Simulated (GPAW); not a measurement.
# Core-hole calculation of the Ga K edge in zinc-blende (GaAs)₁₋ₓ(GaP)ₓ at x = 0.75

What does the Ga K edge look like in zinc-blende (GaAs)₁₋ₓ(GaP)ₓ at x = 0.75?

Program: GPAW 26.7.0. Level of theory: X-ray absorption from dipole matrix elements to empty bands, plane-wave PAW LDA. Results are calculated unless marked as measured.

## (1) Set-up

The cell holds 16 atoms: 8 Ga, 2 As and 6 P. Its edges and angles: a = 7.780 Å, b = 7.780 Å, c = 7.780 Å, α = 60.0°, β = 60.0°, γ = 60.0°. 16-atom zinc-blende cell, 6 of 8 As sites taken by P at random, lattice constants typed for the ends and interpolated (Vegard).

## (2) Relaxation

The cell was built by hand, so its atoms are relaxed first: near-edge features follow bond lengths closely.

The input, relax.py:

```python
import numpy as np
from ase import Atoms
from ase.parallel import parprint, paropen
from gpaw import GPAW, PW, FermiDirac, Mixer, MixerDif, setup_paths
from ase.optimize import BFGS

atoms = Atoms('GaAsGaPGaPGaPGaPGaPGaAsGaP',
    cell=[[0, 5.5015, 5.5015],
     [5.5015, 0, 5.5015],
     [5.5015, 5.5015, 0]],
    scaled_positions=[[0.998427, 0.998399, 0.997937],
     [0.12343, 0.126063, 0.121106],
     [0.999581, 0.00098, 0.504866],
     [0.127242, 0.125666, 0.624928],
     [0.999108, 0.504717, 0.999268],
     [0.127222, 0.623839, 0.125556],
     [0.995637, 0.501758, 0.498526],
     [0.126174, 0.62232, 0.625173],
     [0.500737, 0.000143, 0.00007],
     [0.623241, 0.125367, 0.125301],
     [0.500098, 0.999551, 0.499869],
     [0.624349, 0.124509, 0.623551],
     [0.504198, 0.500549, 0.999673],
     [0.625984, 0.626521, 0.125633],
     [0.504585, 0.498394, 0.50047],
     [0.625394, 0.626282, 0.623786]],
    pbc=True)
atoms.calc = GPAW(legacy_gpaw=True, mode=PW(400, force_complex_dtype=True), xc='LDA', setups={},
    kpts={'size': (3, 3, 3), 'gamma': True}, occupations=FermiDirac(0.08),
    charge=0, mixer=Mixer(0.1, 5, 50), maxiter=150,
    convergence={'density': 0.0001, 'eigenstates': 1e-6}, txt='relax.txt')
steps = []
opt = BFGS(atoms, logfile='-')
opt.attach(lambda: steps.append([atoms.get_potential_energy(), float(np.linalg.norm(atoms.get_forces(), axis=1).max())]))
done = opt.run(fmax=0.05, steps=30)
out = dict(done=bool(done), steps=steps, frac=atoms.get_scaled_positions().tolist())
import json
with paropen('out.json', 'w') as f:
    json.dump(out, f)
```

Command:

```bash
OMP_NUM_THREADS=1 mpirun -n 4 gpaw python relax.py
```

Numbers of over 12 decimals in the logs are rounded to 6 here.

What it wrote:

```text
Input parameters:
  convergence: {density: 0.0001,
                eigenstates: 1e-06}
  kpts: {gamma: True,
         size: (3, 3, 3)}
  maxiter: 150
  mixer: {backend: pulay,
          beta: 0.1,
          method: separate,
          nmaxold: 5,
          weight: 50}
  mode: {ecut: 400.0,
         force_complex_dtype: True,
         name: pw}
  occupations: {fixmagmom: False,
                name: fermi-dirac,
[...]
No difference between direct/indirect transitions

Forces in eV/Ang:
[...]
14 Ga   -0.00354   -0.01420    0.02616
 15 P    -0.01991    0.00496    0.01861
Step     Time          Energy          fmax
BFGS:    0 00:45:10      -81.056189        0.760101
BFGS:    1 00:45:20      -81.094040        0.576327
BFGS:    2 00:45:33      -81.148305        0.063248
BFGS:    3 00:45:41      -81.148842        0.063511
BFGS:    4 00:45:50      -81.149561        0.041369
[key lines of the parts left out:]
Converged after 7 iterations.
Dipole moment: (-23.362032, -23.411071, -25.467794) |e|*Ang
Free energy:    -81.149561
Fermi level: 5.34958
```

Elapsed: 64 s, on 4 MPI ranks of AMD EPYC 7B13 (Zen 3), shared host; peak memory 0.31 GiB; 4.2 min of CPU time.

In 4 steps the energy fell by 93 meV (energies extrapolated to zero smearing) and the largest force to 0.041 eV/Å. Atom 13 (Ga; the text counts from 1, the script from 0) is among those that moved most, by 0.05 Å.

## (3) Ground state of the crystal

The ground state comes first: it tells whether the system has a gap, which decides how the excited electron is treated.

The input, scf.py:

```python
import numpy as np
from ase import Atoms
from ase.parallel import parprint, paropen
from gpaw import GPAW, PW, FermiDirac, Mixer, MixerDif, setup_paths
from gpaw.test import gen
setup_paths.insert(0, '.')
gen('Ga', name='nch1s', xcname='LDA', corehole=(1, 0, 0), write_xml=True)
from gpaw.mpi import world
world.barrier()

atoms = Atoms('GaAsGaPGaPGaPGaPGaPGaAsGaP',
    cell=[[0, 5.5015, 5.5015],
     [5.5015, 0, 5.5015],
     [5.5015, 5.5015, 0]],
    scaled_positions=[[0.9972128, 0.9971997, 0.9972816],
     [0.1227214, 0.1256212, 0.1249891],
     [0.9993987, 0.9977542, 0.5062161],
     [0.1252887, 0.1260251, 0.6245855],
     [0.0056513, 0.505117, 0.9946791],
     [0.1272912, 0.6245178, 0.1244261],
     [0.9992355, 0.5008237, 0.4995076],
     [0.1260359, 0.6248686, 0.6238584],
     [0.5019666, 0.0060218, 0.9954377],
     [0.6244572, 0.1254986, 0.1245091],
     [0.5000692, 0.0003469, 0.4994098],
     [0.6261422, 0.1241462, 0.6246594],
     [0.5004551, 0.4983643, 0.99787],
     [0.6259206, 0.6262293, 0.1257265],
     [0.4988552, 0.4968536, 0.5072346],
     [0.6247053, 0.6256442, 0.6253067]],
    pbc=True)
atoms.calc = calc = GPAW(legacy_gpaw=True, mode=PW(400, force_complex_dtype=True), xc='LDA', setups={0: 'nch1s'},
    kpts={'size': (3, 3, 3), 'gamma': True}, occupations=FermiDirac(0.05),
    charge=0, mixer=Mixer(0.1, 5, 50), maxiter=150,
    convergence={'density': 0.0001, 'eigenstates': 1e-6}, txt='scf.txt')
energy = atoms.get_potential_energy() + calc.get_reference_energy()
ef = calc.get_fermi_level()
out = dict(energy=energy, fermi=ef, forces=atoms.get_forces().tolist())
parprint(f'all-electron energy {energy:.4f} eV, Fermi level {ef:.4f} eV')
ev = np.array([[calc.get_eigenvalues(k, s) for k in range(len(calc.get_ibz_k_points()))] for s in range(calc.get_number_of_spins())])
out['homo'], out['lumo'], out['counts'] = ev[ev < ef].max(), ev[ev > ef].min(), sorted(set((ev < ef).sum((0, 2)).tolist()))
out['filled'] = (ev[:, 0] < ef).sum(1).tolist()
import json
with paropen('out.json', 'w') as f:
    json.dump(out, f)
```

Command:

```bash
OMP_NUM_THREADS=1 mpirun -n 4 gpaw python scf.py
```

What it wrote:

```text
Input parameters:
  convergence: {density: 0.0001,
                eigenstates: 1e-06}
  kpts: {gamma: True,
         size: (3, 3, 3)}
  maxiter: 150
  mixer: {backend: pulay,
          beta: 0.1,
          method: separate,
          nmaxold: 5,
          weight: 50}
  mode: {ecut: 400.0,
         force_complex_dtype: True,
         name: pw}
  occupations: {fixmagmom: False,
                name: fermi-dirac,
                width: 0.05}
  setups: {0: nch1s}

Initialize ...

[... PAW data sets ...]

Reference energy: -600939.899309  # eV

Spin-paired calculation

[... convergence settings ...]
Symmetries present (total): 1
  [... symmetry matrices ...]

27 k-points: 3 x 3 x 3 Monkhorst-Pack grid
14 k-points in the irreducible part of the Brillouin zone
       k-points in crystal coordinates                weights
   0:     0.00000000    0.00000000    0.00000000          1/27
   1:     0.00000000    0.00000000    0.33333333          2/27
   2:     0.00000000    0.33333333   -0.33333333          2/27
   3:     0.00000000    0.33333333    0.00000000          2/27
   4:     0.00000000    0.33333333    0.33333333          2/27
   5:     0.33333333   -0.33333333   -0.33333333          2/27
   6:     0.33333333   -0.33333333    0.00000000          2/27
   7:     0.33333333   -0.33333333    0.33333333          2/27
   8:     0.33333333    0.00000000   -0.33333333          2/27
   9:     0.33333333    0.00000000    0.00000000          2/27
          ...
  13:     0.33333333    0.33333333    0.33333333          2/27

Wave functions: Plane wave expansion
  Cutoff energy: 400.000 eV
  Number of coefficients (min, max): 5985, 6066
  Pulay-stress correction: 0.000000 eV/Ang^3 (de/decut=0.000000)
  Using FFTW library
  Wavefunction extrapolation:
    Improved wavefunction reuse through dual PAW basis

Occupation numbers: Fermi-Dirac:
  width: 0.0500  # eV

Eigensolver
   Davidson(niter=2)

Densities:
  Coarse grid: 36*36*36 grid
  Fine grid: 72*72*72 grid
  Total Charge: 0.000000

Density mixing:
  Method: separate
  Backend: pulay
  Linear mixing parameter: 0.1
  old densities: 5
  Width of damping distribution: 1.1
  Damping of long wavelength oscillations: 50

[... Hamiltonian set-up ...]
Number of atoms: 16
Number of atomic orbitals: 64
Number of bands in calculation: 43
Number of valence electrons: 64
Bands to converge: occupied

... initialized

Initializing position-dependent things.

Density initialized from atomic densities
Creating initial wave functions:
  43 bands from LCAO basis set

                                    Ga
                            Ga

                     Ga

                        P
                            Ga
               As
                    Ga
                 P
         P           GP
             Ga           Ga
              P

               P
       As

Atomic positions and initial magnetic moments

Positions:
   0 Ga    10.972639   10.972711   10.972260    ( 0.0000,  0.0000,  0.0000)
   1 As     1.378733    1.362779    1.366257    ( 0.0000,  0.0000,  0.0000)
   2 Ga     8.274093    8.283140   10.987337    ( 0.0000,  0.0000,  0.0000)
   3 P      4.129484    4.125433    1.382603    ( 0.0000,  0.0000,  0.0000)
   4 Ga     8.251128    5.503318    2.809992    ( 0.0000,  0.0000,  0.0000)
   5 P      4.120315    1.384823    4.136077    ( 0.0000,  0.0000,  0.0000)
   6 Ga     5.503323    8.245335    8.252576    ( 0.0000,  0.0000,  0.0000)
[...]
13 As     4.136885    4.135187    6.888703    ( 0.0000,  0.0000,  0.0000)
  14 Ga     5.523991    5.535003    5.477892    ( 0.0000,  0.0000,  0.0000)
  15 P      6.882106    6.876941    6.878798    ( 0.0000,  0.0000,  0.0000)

Unit cell:
           periodic     x           y           z      points  spacing
  1. axis:    yes    0.000000    5.501500    5.501500    36     0.1765
  2. axis:    yes    5.501500    0.000000    5.501500    36     0.1765
  3. axis:    yes    5.501500    5.501500    0.000000    36     0.1765

  Lengths:   7.780296   7.780296   7.780296
  Angles:   60.000000  60.000000  60.000000

Effective grid spacing dv^(1/3) = 0.1925

iter:   1   -82.654347
iter:   2   -82.207713   -1.69  -0.83
iter:   3   -81.285421   -1.45  -0.88
iter:   4   -81.215023   -2.93  -1.35
iter:   5   -81.196828   -2.25  -1.44
iter:   6   -81.194987c  -2.51  -1.85
iter:   7   -81.167939c  -3.99  -1.81
iter:   8   -81.150093   -3.30  -1.98
iter:   9   -81.154457c  -3.99  -2.65
iter:  10   -81.149555c  -3.95  -2.31
iter:  11   -81.149570c  -5.34  -3.51
iter:  12   -81.149578c  -5.82  -3.55
iter:  13   -81.149556c  -6.05c -3.42
iter:  14   -81.149556c  -6.93c -3.92
iter:  15   -81.149557c  -7.84c -3.93
iter:  16   -81.149555c  -7.05c -3.92
iter:  17   -81.149555c  -8.55c -4.56c

Converged after 17 iterations.

Dipole moment: (-23.362774, -23.411557, -25.468249) |e|*Ang

Energy contributions relative to reference atoms: (reference = -600939.899309)

Kinetic:       +198.417338
Potential:     -175.797373
External:        +0.000000
XC:            -103.878135
Entropy (-ST):   -0.000001
Local:           +0.108616
SIC:             +0.000000
--------------------------
Free energy:    -81.149555
Extrapolated:   -81.149555

Showing only first 2 kpts
 Kpt  Band  Eigenvalues  Occupancy
  0    30      4.71889    1.99999
  0    31      4.75369    1.99999
  0    32      5.96461    0.00001
  0    33      6.01593    0.00000

  1    30      4.35348    2.00000
  1    31      4.39318    2.00000
  1    32      6.27755    0.00000
  1    33      6.51847    0.00000

Fermi level: 5.35935

Gap: 1.211 eV
Transition (v -> c):
  (s=0, k=0, n=31, [0.00, 0.00, 0.00]) -> (s=0, k=0, n=32, [0.00, 0.00, 0.00])
No difference between direct/indirect transitions

Forces in eV/Ang:
  0 Ga    0.00877    0.01019    0.03910
  1 As   -0.01126    0.01039    0.00899
  2 Ga    0.00988   -0.01092    0.00028
  3 P    -0.01427   -0.00142   -0.00960
  4 Ga    0.00543   -0.00852   -0.02796
  5 P     0.02421   -0.00825   -0.01315
  6 Ga   -0.00636    0.01505   -0.00452
[...]
13 As   -0.01586   -0.01002   -0.01641
 14 Ga   -0.00375   -0.01449    0.02641
 15 P    -0.01832    0.00544    0.01854
Scalar-relativistic atomic LDA calculation for Ga (Gallium, Z=31)
Core hole in 1s state (1s occupation: 2.0)
600 radial gridpoints.
|------------------------------------------------|
|------------------------------------------------|
[... the atom generator's iteration count ...]

Energy contributions:
-------------------------
Kinetic:    +1972.184799
XC:           -72.597836
Potential:  -3840.247246
-------------------------
Total:      -1940.660283

state      eigenvalue         ekin         rmax
-----------------------------------------------
1s^2.0 :  -375.030000   481.718074        0.032
2s^2.0 :   -46.288952    91.904266        0.183
2p^6.0 :   -40.360200    89.727351        0.146
3s^2.0 :    -5.415739    20.699600        0.565
3p^6.0 :    -3.626001    18.420027        0.567
3d^10.0:    -0.713236    12.977628        0.531
4s^2.0 :    -0.336865     1.972734        1.883
4p^1.0 :    -0.100461     0.934904        2.519
-----------------------------------------------
(units: Bohr and Hartree)

Generating PAW setup
Kinetic energy of the core from tauc = 1987.57013619865
Cutoffs:
rc(s)=2.200
rc(p)=2.200
rc(d)=2.200
rc(vbar)=1.980
rc(comp)=2.200
rc(nct)=2.200

Kinetic energy of the core states: 1967.304428
Charge: 0.0
Core electrons: 28.0
Valence electrons: 3.0
Pseudo-core charge: 1.942142
Shape function alpha=2.066
Pseudo-electron charge 5.235165
state    eigenvalue         norm
--------------------------------
4s(2) :    -0.336865     1.140380
*s    :     0.663135
4p(1) :    -0.100461     1.012264
*p    :     0.899539
*d    :     0.000000
--------------------------------

Diagonalizing with gridspacing h=0.050

state   all-electron     PAW
-------------------------------
4s:      -0.336865    -0.337024
4p:      -0.100461    -0.100552
*d:                    0.030615
*f:                    0.065359
-------------------------------
all-electron energy -601021.0489 eV, Fermi level 5.3594 eV
```

Run time: 27 s. Hardware: 4 MPI ranks; peak memory 0.3 GiB; 1.8 min of CPU time.

The mesh shows a gap of 1.21 eV. The excited electron is kept all the same, so that all members of the series, with or without a gap, are treated alike.

## (4) Reference energy of the cell

The photon energy needs a difference of total energies, so the cell and mesh of the coming hole run are first run without a hole.

scf.py, as its differences from that of step 3:

```diff
@@ -32,3 +32,3 @@
 atoms.calc = calc = GPAW(legacy_gpaw=True, mode=PW(400, force_complex_dtype=True), xc='LDA', setups={0: 'nch1s'},
-    kpts={'size': (3, 3, 3), 'gamma': True}, occupations=FermiDirac(0.05),
+    kpts={'size': (3, 3, 3), 'gamma': True}, occupations=FermiDirac(0.02),
     charge=0, mixer=Mixer(0.1, 5, 50), maxiter=150,
```

What it wrote:

```text
Input parameters:
  convergence: {density: 0.0001,
                eigenstates: 1e-06}
  kpts: {gamma: True,
         size: (3, 3, 3)}
  maxiter: 150
  mixer: {backend: pulay,
          beta: 0.1,
          method: separate,
          nmaxold: 5,
          weight: 50}
  mode: {ecut: 400.0,
         force_complex_dtype: True,
         name: pw}
  occupations: {fixmagmom: False,
                name: fermi-dirac,
[...]
4s(2) :    -0.336865     1.140380
*s    :     0.663135
4p(1) :    -0.100461     1.012264
*p    :     0.899539
*d    :     0.000000
--------------------------------

Diagonalizing with gridspacing h=0.050

state   all-electron     PAW
-------------------------------
4s:      -0.336865    -0.337024
4p:      -0.100461    -0.100552
*d:                    0.030615
*f:                    0.065359
-------------------------------
all-electron energy -601021.0489 eV, Fermi level 5.2687 eV
[key lines of the parts left out:]
Converged after 17 iterations.
Dipole moment: (-23.362774, -23.411556, -25.468249) |e|*Ang
Free energy:    -81.149555
Fermi level: 5.26868
```

The job ended after 26 s (4 MPI ranks; peak memory 0.3 GiB).

Reference energy: -601021.049 eV with the cores included.

(Continued in part 2 of 2.)

[Banner, clock and machine lines of the logs are left out without a mark of their own.]

[Logs are printed without paths, hosts, clocks, repeated set-up lines and the standing remarks that a program may print on its own settings, such as how far it seeks lower states.]

[Hosts, paths, dates, database ids (printed as entryN), source tags and the programs' standing remarks are cut or masked in the printed files.]

[Lists of maxima count a maximum above −3 eV only where it reaches 4 % of the highest in the window and stands out from its surroundings by 2 % of it (1.5 % where it reaches 55 %); shoulders and weaker maxima are passed over, and of the rest the first, up to two pre-edge ones and the few strongest are named.]
